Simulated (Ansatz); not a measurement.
# bond stretched by 0.8 Å, between Ag atomic chains under bias, part 2 of 2

Wanted: I(V), the voltage drop and T(E, V).

Ansatz 0.2.0; DFT PBE, plane waves, PAW; current against voltage, self-consistent under bias.

So far: Starting point; Current against voltage.

### Step 2. Current against voltage (continued)

Bias 1.5 V. Table of transmission and channels at 1.5 V by energy, zero at the mean Fermi level:

```
energy (eV)  transmission  channels, lower lead  channels, upper lead
     -1.034         0.510                     1                     1
     -0.957         0.628                     1                     1
     -0.879         0.717                     1                     1
     -0.827         0.754                     1                     1
     -0.750         0.781                     1                     1
     -0.672         0.786                     1                     1
     -0.595         0.780                     1                     1
     -0.543         0.774                     1                     1
     -0.465         0.765                     1                     1
     -0.388         0.758                     1                     1
     -0.310         0.755                     1                     1
     -0.259         0.755                     1                     1
     -0.181         0.757                     1                     1
     -0.103         0.762                     1                     1
     -0.026         0.769                     1                     1
      0.000         0.772                     1                     1
      0.026         0.775                     1                     1
      0.103         0.785                     1                     1
      0.181         0.795                     1                     1
      0.259         0.805                     1                     1
      0.310         0.812                     1                     1
      0.388         0.821                     1                     1
      0.465         0.830                     1                     1
      0.543         0.838                     1                     1
      0.595         0.843                     1                     1
      0.672         0.849                     1                     1
      0.750         0.855                     1                     1
      0.827         0.860                     1                     1
      0.879         0.863                     1                     1
      0.957         0.867                     1                     1
      1.034         0.871                     1                     1
```

The Hartree potential energy less that at 0 V, planar mean (0.3 V) oscillates, so the rows of the table below give means over windows of 5.36 Å about each position, cut where the curve ends. Its maxima inside the range that stand out by 2 % of the span (Å: eV): 98.1: 0.150, 121.5: 0.0363, 126.6: 0.0345, 131.8: 0.0348, 137.0: 0.0293, 143.2: -0.0115, 148.7: -0.0143, 153.9: -0.0161, 158.8: -0.0352. Its minima: 119.2: 0.0238, 124.1: 0.0108, 129.2: 0.00909, 134.4: 0.00681, 140.6: -0.0361, 145.8: -0.0402, 151.3: -0.0398, 156.8: -0.0425, 179.9: -0.142.

Table of Hartree potential energy less that at 0 V, planar mean by z; means over each step:

```
 z (Å)  0.3 V (eV)  0.6 V (eV)  1 V (eV)  1.5 V (eV)
 92.96      0.0685       0.146     0.261       0.422
 98.32       0.147       0.302     0.520       0.810
103.68       0.136       0.282     0.493       0.778
109.04      0.0943       0.196     0.341       0.538
114.40      0.0519       0.106     0.174       0.241
119.76      0.0305      0.0582    0.0893       0.113
125.12      0.0231      0.0461    0.0658      0.0721
130.48      0.0223      0.0445    0.0602      0.0584
135.84      0.0176      0.0331    0.0437      0.0467
141.20     -0.0211     -0.0521   -0.0981      -0.170
146.56     -0.0269     -0.0649    -0.123      -0.207
151.92     -0.0275     -0.0661    -0.127      -0.211
157.28     -0.0352     -0.0791    -0.143      -0.231
162.64     -0.0514      -0.112    -0.202      -0.318
168.00     -0.0863      -0.176    -0.297      -0.442
173.36      -0.125      -0.245    -0.398      -0.575
178.72      -0.139      -0.271    -0.435      -0.626
184.08     -0.0779      -0.147    -0.227      -0.308
```

The electron density less that at 0 V, planar mean (0.3 V) oscillates, so the rows of the table below give means over windows of 5 Å about each position, cut where the curve ends. Its first 14 maxima inside the range that stand out by 2 % of the span (Å: e/Å³): 96.4: 7.1e-5, 103.3: 2.5e-5, 106.2: 1.5e-5, 108.5: 2.5e-5, 111.4: 1.1e-5, 114.0: 2.3e-5, 117.2: 3.5e-5, 122.1: 8.8e-5, 126.6: 8.7e-5, 127.3: 8.7e-5, 131.8: 9.7e-5, 137.7: 1.1e-4, 143.2: 9.3e-5, 148.7: 8.5e-5. Its first 14 minima: 99.4: -7.2e-6, 104.6: -1.7e-5, 107.2: -7.3e-6, 109.8: -3.4e-5, 112.4: -1.2e-5, 115.3: -3.3e-5, 119.5: -6.9e-5, 124.1: -1.0e-4, 127.0: 8.1e-5, 129.2: -1.1e-4, 134.4: -1.2e-4, 140.6: -1.2e-4, 145.8: -1.1e-4, 151.3: -1.0e-4.

Table of electron density less that at 0 V, planar mean by z; means over each step:

```
z (Å)  0.3 V (e/Å³)  0.6 V (e/Å³)  1 V (e/Å³)  1.5 V (e/Å³)
   95        2.4e-5        4.8e-5      8.0e-5        1.2e-4
  100        6.1e-6        1.2e-5      1.8e-5        2.5e-5
  105        4.9e-6        1.2e-5      2.6e-5        4.7e-5
  110       -1.2e-6       -5.6e-7      2.2e-6        1.8e-5
  115        1.0e-6       -4.0e-6     -2.1e-5       -4.7e-5
  120        7.2e-6        4.6e-6     -1.3e-5       -4.0e-5
  125       -2.6e-6       -2.5e-6     -6.4e-6       -2.5e-5
  130       -1.9e-6        1.0e-6      8.7e-6       -1.1e-6
  135        1.5e-6        7.6e-6      2.8e-5        7.2e-5
  140       -2.3e-5       -4.9e-5     -7.8e-5       -1.0e-4
  145       -5.0e-6       -8.3e-6     -2.1e-6        2.0e-5
  150        9.4e-7        8.7e-6      2.9e-5        5.0e-5
  155        8.9e-6        2.1e-5      2.7e-5        6.8e-6
  160        9.7e-6        7.2e-6     -4.7e-6       -5.2e-6
  165        3.5e-6        7.2e-6      9.7e-6        1.5e-5
  170       -8.2e-7       -7.9e-7     -7.4e-7       -1.5e-6
  175       -5.5e-6       -9.1e-6     -1.3e-5       -1.9e-5
  180       -2.5e-5       -4.9e-5     -8.2e-5       -1.2e-4
  185       -3.1e-6       -5.9e-6     -8.9e-6       -1.2e-5
```

By hand: at 1.5 V the window reaches from -0.75 to 0.75 eV, and the mean transmission a spin over it is 0.792. With sharp Fermi edges I = G0 × V × T̄ = 77.48 μS × 1.5 V × 0.792 = 92.1 μA, against 92.1 μA from the program at 300 K.

The zero-bias conductance is 0.838 G₀; current over voltage goes 0.831 at +0.3 V, 0.812 at +0.6 V, 0.797 at +1 V and 0.792 at +1.5 V in the same unit. The leads' misfit reaches 74 meV.

### Step 3. Outcome

```
conductance at zero bias : 0.838 G₀
current at +0.3 V        : 19.3 μA
current at +0.6 V        : 37.7 μA
current at +1 V          : 61.8 μA
current at +1.5 V        : 92.1 μA
```

In words: The junction conducts 0.838 G₀ at zero bias and carries 92.1 μA at 1.50 V. At 1.50 V the current is 0.95 times what the zero-bias conductance would give; over all biases of the sweep that ratio lies between 0.95 and 0.99, so the junction is nearly ohmic. Of the 1.50 V, 0.30 V drops at the junction and the rest at the reservoirs. The leads' misfit reaches 74 meV, above the few hundredths of an eV that the manual allows, so the currents are rough. A wire screens slowly, so the current depends on the leads' length and the box width; neither was converged here. Transport is coherent and elastic here: the atoms are frozen, so scattering by vibrations plays no part. A cutoff under the files' recommended one was taken to save time; its effect on T(E) was not tested here.

[Logs are printed without paths, hosts, clocks, repeated set-up lines and the standing remarks that a program may print on its own settings, such as how far it seeks lower states.]

[Hosts, paths, dates, database ids (printed as entryN), source tags and the programs' standing remarks are cut or masked in the printed files.]
